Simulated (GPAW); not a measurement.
# WC (Qusongite): optical spectrum from first principles

Aim: the dielectric function of WC (Qusongite), and the optical constants that follow from it.

Main program and level: GPAW 26.7.0; DFT, PBE, plane-wave PAW (GPAW data sets), scalar-relativistic, RPA, optical limit.

## Step 1: Starting point

It takes space group P-6m2 (No. 187, hexagonal). The conventional cell has a = 2.907 Å, b = 2.907 Å, c = 2.837 Å, α = 90.00°, β = 90.00°, γ = 120.00°. Nearest to W lie 6 C at 2.20 Å. Nearest to C lie 6 W at 2.20 Å. Farther neighbours are not listed.

Coordinates:

```cif
data_structure
_symmetry_space_group_name_H-M 'P-6m2'
_symmetry_Int_Tables_number 187
_cell_length_a 2.9065
_cell_length_b 2.9065
_cell_length_c 2.8366
_cell_angle_alpha 90.000
_cell_angle_beta 90.000
_cell_angle_gamma 120.000
_cell_volume 20.75
loop_
_atom_site_label
_atom_site_type_symbol
_atom_site_symmetry_multiplicity
_atom_site_Wyckoff_symbol
_atom_site_fract_x
_atom_site_fract_y
_atom_site_fract_z
_atom_site_occupancy
W1 W 1 a 0.00000 0.00000 0.00000 1
C1 C 1 f 0.66667 0.33333 0.50000 1
```

## Step 2: Dielectric function, RPA

Local fields let the induced charge screen the field inside the cell, which as a rule lowers ε, most along directions where the density is uneven.

df.py

```python
from gpaw.response.df import DielectricFunction

df = DielectricFunction('full.gpw', frequencies={'type': 'nonlinear', 'domega0': 0.03, 'omega2': 8},
                        ecut=50,
                        eta=0.15,
                        nbands=22,
                        rate=0.05,
                        txt='df.txt')
for direction in ['x', 'z']:
    df.get_dielectric_function(xc='RPA', direction=direction, filename=f'df_{direction}.csv')
```

Launch:

```console
$ OMP_NUM_THREADS=1 python df.py
```

Numbers of over 12 decimals in the logs are rounded to 6 here.

Log:

```text
Using integrator: PointIntegrator
NonLinearFrequencyDescriptor(from 0.000 to 107.836 eV, 547 points)
Nonperiodic BCs:  [False False False]
Using integrator: PointIntegrator
NonLinearFrequencyDescriptor(from 0.000 to 107.836 eV, 547 points)
Nonperiodic BCs:  [False False False]
Using integrator: PointIntegrator

Calculating chi0 body with:
    Ground state adapter containing:
    Number of spins: 1
    Number of kpoints: 7938
    Number of irreducible kpoints: 480
    Number of completely occupied states: 8
    Number of partially occupied states: 10

    Linear response parametrization:
    q_c: [0.0, 0.0, 0.0]
    Number of frequency points: 547
    Planewave cutoff: 50.0
    Number of bands: 22
    Number of planewaves: 21
    Broadening (eta): 0.15

Integrating chi0 body.

Symmetries of q_c:
    Direct symmetries (Uq -> q): 12
    Indirect symmetries (TUq -> q): 12
In total 24 allowed symmetries.

480 groups of equivalent kpoints. 93.953137% reduction.

Integral kind: spectral function

Calculating chi0 optical extensions with:
    Ground state adapter containing:
    Number of spins: 1
    Number of kpoints: 7938
    Number of irreducible kpoints: 480
    Number of completely occupied states: 8
    Number of partially occupied states: 10

    Linear response parametrization:
    Number of frequency points: 547
    Planewave cutoff: 50.0
    Number of bands: 22
    Number of planewaves: 21
    Broadening (eta): 0.15
Integrating chi0 head and wings.

Symmetries of q_c:
    Direct symmetries (Uq -> q): 12
    Indirect symmetries (TUq -> q): 12
In total 24 allowed symmetries.

480 groups of equivalent kpoints. 93.953137% reduction.

Integral kind: spectral function wings

Calculating drude chi0 with:
    Number of frequency points:547
    Plasma frequency decay rate: 0.05 eV

    Ground state adapter containing:
    Number of spins: 1
    Number of kpoints: 7938
    Number of irreducible kpoints: 480
    Number of completely occupied states: 8
    Number of partially occupied states: 10

Symmetries of q_c:
    Direct symmetries (Uq -> q): 12
    Indirect symmetries (TUq -> q): 12
In total 24 allowed symmetries.

480 groups of equivalent kpoints. 93.953137% reduction.

Integral kind: intraband
Plasma frequency:
[[3.21+0.j 0.  -0.j 0.  +0.j]
 [0.  +0.j 3.21+0.j 0.  +0.j]
 [0.  +0.j 0.  +0.j 3.17+0.j]]
```

Elapsed: 12 s, on 1 thread of AMD EPYC 9R14 (Zen 4), shared host; peak memory 0.25 GiB.

Read-outs, printed or worked out from the files:

* main peak of the optical conductivity above 1 eV, first axis: 8.244 eV

Table of Im ε by photon energy; read off at these points:

```
photon energy (eV)  E ∥ x  E ∥ z
             0.500   11.0   8.58
             0.750   6.52   3.76
             1.000   5.99   3.93
             1.250   6.81   8.73
             1.500   8.19   8.54
             1.662   8.93   8.81
             1.750   8.31   8.27
             2.000   8.56   11.5
             2.250   9.12   11.9
             2.500   12.0   15.9
             2.750   13.6   19.1
             3.000   14.5   22.1
             3.250   15.9   20.8
             3.343   16.4   21.6
             3.500   15.9   20.2
             3.750   14.9   16.2
             4.000   15.6   14.0
             4.156   16.3   13.2
             4.250   16.3   13.1
             4.500   15.5   13.5
             4.750   14.4   13.3
             5.000   13.1   14.1
             5.250   11.5   14.0
             5.500   10.8   13.4
             5.750   9.79   13.8
             6.000   8.81   12.9
             6.250   9.21   11.3
             6.500   9.83   11.1
             6.750   11.8   11.5
             7.000   12.2   12.8
             7.250   12.3   15.2
             7.381   11.8   15.9
             7.500   11.1   15.6
             7.750   10.9   13.8
             8.000   11.4   10.6
             8.250   11.8   8.07
             8.500   9.90   6.35
             8.750   8.71   5.60
             9.000   7.83   5.04
             9.250   6.81   4.45
             9.500   6.49   4.38
             9.750   6.09   4.38
            10.000   5.74   3.67
            10.250   5.64   3.63
            10.500   5.19   3.70
            10.750   4.96   3.85
            11.000   4.80   3.82
            11.250   4.64   4.13
            11.500   4.64   4.56
            11.750   4.08   4.95
            12.000   3.34   4.61
            12.250   2.85   4.77
            12.500   2.26   4.90
            12.750      2   4.94
            13.000   1.88   4.51
            13.250   1.80   4.02
            13.500   1.66   3.24
            13.750   1.68   3.21
```

Re ε against photon energy:

| photon energy (eV) | E ∥ x | E ∥ z |
| --- | --- | --- |
| 0.5 | -19.2 | -17.3 |
| 1.0 | 9.78 | 14.8 |
| 1.5 | 14.6 | 18.2 |
| 2.0 | 15.4 | 20.0 |
| 2.5 | 17.0 | 21.0 |
| 3.0 | 13.3 | 13.2 |
| 3.5 | 9.39 | 5.09 |
| 4.0 | 8.65 | 4.13 |
| 4.5 | 4.14 | 5.43 |
| 5.0 | 1.93 | 5.00 |
| 5.5 | 1.52 | 2.82 |
| 6.0 | 2.49 | 0.701 |
| 6.5 | 4.24 | 1.85 |
| 7.0 | 2.21 | 2.66 |
| 7.5 | -0.0773 | -2.54 |
| 8.0 | -0.464 | -6.93 |
| 8.5 | -3.62 | -5.56 |
| 9.0 | -3.66 | -3.87 |
| 9.5 | -2.96 | -2.54 |
| 10.0 | -2.74 | -2.23 |
| 10.5 | -2.87 | -1.13 |
| 11.0 | -2.72 | -0.645 |
| 11.5 | -2.99 | -0.389 |
| 12.0 | -3.39 | -1.01 |
| 12.5 | -2.86 | -1.26 |
| 13.0 | -2.05 | -2.23 |
| 13.5 | -1.48 | -2.28 |

Table of refractive index n and extinction k by photon energy:

| photon energy (eV) | n, E ∥ x | k, E ∥ x | n, E ∥ z | k, E ∥ z |
| --- | --- | --- | --- | --- |
| 0.5 | 1.21 | 4.54 | 1.01 | 4.27 |
| 1.0 | 3.26 | 0.919 | 3.88 | 0.507 |
| 1.5 | 3.96 | 1.03 | 4.38 | 0.975 |
| 2.0 | 4.07 | 1.05 | 4.64 | 1.24 |
| 2.5 | 4.35 | 1.38 | 4.86 | 1.63 |
| 3.0 | 4.07 | 1.79 | 4.41 | 2.50 |
| 3.5 | 3.73 | 2.13 | 3.60 | 2.81 |
| 4.0 | 3.64 | 2.14 | 3.06 | 2.29 |
| 4.5 | 3.18 | 2.44 | 3.16 | 2.14 |
| 5.0 | 2.76 | 2.38 | 3.16 | 2.23 |
| 5.5 | 2.49 | 2.17 | 2.87 | 2.33 |
| 6.0 | 2.41 | 1.83 | 2.61 | 2.48 |
| 6.5 | 2.73 | 1.80 | 2.56 | 2.17 |
| 7.0 | 2.70 | 2.26 | 2.80 | 2.28 |
| 7.5 | 2.35 | 2.37 | 2.57 | 3.02 |
| 8.0 | 2.34 | 2.43 | 1.69 | 3.13 |
| 8.5 | 1.86 | 2.66 | 1.20 | 2.65 |
| 9.0 | 1.58 | 2.48 | 1.11 | 2.26 |
| 9.5 | 1.44 | 2.25 | 1.12 | 1.95 |
| 10.0 | 1.34 | 2.13 | 1.02 | 1.81 |
| 10.5 | 1.24 | 2.10 | 1.17 | 1.58 |
| 11.0 | 1.18 | 2.03 | 1.27 | 1.50 |
| 11.5 | 1.13 | 2.06 | 1.45 | 1.58 |
| 12.0 | 0.827 | 2.02 | 1.36 | 1.69 |
| 12.5 | 0.627 | 1.80 | 1.38 | 1.78 |
| 13.0 | 0.605 | 1.55 | 1.18 | 1.91 |
| 13.5 | 0.611 | 1.36 | 0.917 | 1.77 |

Table of Im ε, E ∥ x by photon energy; read off at these points:

| photon energy (eV) | without local fields | with local fields |
| --- | --- | --- |
| 0.50 | 11.0 | 11.0 |
| 1.00 | 6.04 | 5.99 |
| 1.50 | 8.29 | 8.19 |
| 1.63 | 9.03 | 8.93 |
| 2.00 | 8.67 | 8.56 |
| 2.50 | 12.2 | 12.0 |
| 3.00 | 14.7 | 14.5 |
| 3.34 | 16.4 | 16.4 |
| 3.50 | 15.9 | 15.9 |
| 4.00 | 15.5 | 15.6 |
| 4.16 | 16.1 | 16.3 |
| 4.50 | 15.2 | 15.5 |
| 5.00 | 12.6 | 13.1 |
| 5.50 | 10.4 | 10.8 |
| 6.00 | 8.80 | 8.81 |
| 6.50 | 9.97 | 9.83 |
| 7.00 | 12.4 | 12.2 |
| 7.27 | 12.6 | 12.3 |
| 7.50 | 11.5 | 11.1 |
| 8.00 | 12.0 | 11.4 |
| 8.21 | 12.4 | 11.8 |
| 8.50 | 10.3 | 9.90 |
| 9.00 | 8.05 | 7.83 |
| 9.50 | 6.64 | 6.49 |
| 10.00 | 5.76 | 5.74 |
| 10.50 | 5.15 | 5.19 |
| 11.00 | 4.77 | 4.80 |
| 11.50 | 4.53 | 4.64 |
| 12.00 | 3.19 | 3.34 |
| 12.50 | 2.18 | 2.26 |
| 13.00 | 1.85 | 1.88 |
| 13.50 | 1.71 | 1.66 |

The loss function −Im 1/ε at q → 0 has structure finer than the step of the table below, so its rows give means over 0.25 eV, whole bins alone (the curve runs from 0.305 to 14.0 eV). Peaks (eV: height): E ∥ x 0.716: 0.146; E ∥ z 0.683: 0.213, 10.955: 0.256.

The loss function −Im 1/ε at q → 0 by energy loss; means over each step:

```csv
energy loss (eV),E ∥ x,E ∥ z
0.50,0.0318,0.0397
0.75,0.114,0.110
1.00,0.0482,0.0186
1.25,0.0312,0.0215
1.50,0.0294,0.0217
1.75,0.0311,0.0206
2.00,0.0275,0.0215
2.25,0.0264,0.0223
2.50,0.0280,0.0235
2.75,0.0335,0.0281
3.00,0.0369,0.0334
3.25,0.0393,0.0386
3.50,0.0464,0.0470
3.75,0.0498,0.0575
4.00,0.0496,0.0649
4.25,0.0534,0.0655
4.50,0.0601,0.0639
4.75,0.0668,0.0647
5.00,0.0748,0.0633
5.25,0.0844,0.0668
5.50,0.0910,0.0710
5.75,0.0989,0.0703
6.00,0.104,0.0772
6.25,0.0945,0.0869
6.50,0.0853,0.0871
6.75,0.0769,0.0832
7.00,0.0791,0.0750
7.25,0.0813,0.0655
7.50,0.0894,0.0628
7.75,0.0915,0.0632
8.00,0.0876,0.0666
8.25,0.0832,0.0770
8.50,0.0891,0.0899
8.75,0.0984,0.108
9.00,0.105,0.124
9.25,0.116,0.144
9.50,0.127,0.169
9.75,0.131,0.170
10.00,0.141,0.200
10.25,0.141,0.232
10.50,0.147,0.246
10.75,0.154,0.246
11.00,0.158,0.254
11.25,0.160,0.241
11.50,0.152,0.218
11.75,0.144,0.200
12.00,0.148,0.205
12.25,0.153,0.201
12.50,0.171,0.191
12.75,0.204,0.180
13.00,0.243,0.178
13.25,0.279,0.178
13.50,0.336,0.205
13.75,0.400,0.228
```

Optical constants at common wavelengths, from n + ik = √ε:

| wavelength (nm) | n x | k x | R (%) x | 1/α x | n z | k z | R (%) z | 1/α z |
| --- | --- | --- | --- | --- | --- | --- | --- | --- |
| 1550 | 2.50 | 1.278 | 28.0 | 97 nm | 2.81 | 0.627 | 24.6 | 197 nm |
| 800 | 3.98 | 1.070 | 38.6 | 59 nm | 4.38 | 1.031 | 41.6 | 62 nm |
| 532 | 4.25 | 1.138 | 41.1 | 37 nm | 4.74 | 1.367 | 45.5 | 31 nm |
| 450 | 4.16 | 1.634 | 43.2 | 22 nm | 4.67 | 2.050 | 48.6 | 17 nm |
| 405 | 4.04 | 1.787 | 43.5 | 18 nm | 4.25 | 2.523 | 49.9 | 13 nm |
| 308 | 3.64 | 2.172 | 44.5 | 11 nm | 3.06 | 2.262 | 43.3 | 11 nm |
| 248 | 2.76 | 2.381 | 44.3 | 8.3 nm | 3.16 | 2.232 | 43.3 | 8.8 nm |

In reflection the computed colour is light grey: x = 0.304, y = 0.321, luminous reflectivity 43 %.

## Step 3: Results

```json
{"main peak of the optical conductivity above 1 eV, first axis": "8.24 eV"}
```

What this shows: At this level (PBE, RPA) WC is a metal; it reflects 40 % at 550 nm for E ∥ x. In reflection the computed colour is light grey: x = 0.304, y = 0.321, luminous reflectivity 43 %. The carriers' damping of 0.05 eV is typed, not computed; it shapes the response at the lowest energies. Spin-orbit coupling is left out although heavy atoms are present. The sum runs over mesh points, so small or evenly spaced maxima can still be ripples of the mesh. In this version of GPAW the matrix elements of the optical limit are incomplete, which can lower ε − 1 by up to a tenth where first-row anions or d states rule, and shift it by more in d metals. GPAW's carrier term has the form −ωp²/(ω + i·rate)², which damps like twice the rate and fails at low energy, so the curves leave the lowest energies out.

[Machine, clock and banner lines and Python warnings are left out of the logs.]

[Logs are printed without paths, hosts, clocks, repeated set-up lines and the standing remarks that a program may print on its own settings, such as how far it seeks lower states.]

[Hosts, paths, dates, database ids (printed as entryN), source tags and the programs' standing remarks are cut or masked in the printed files.]
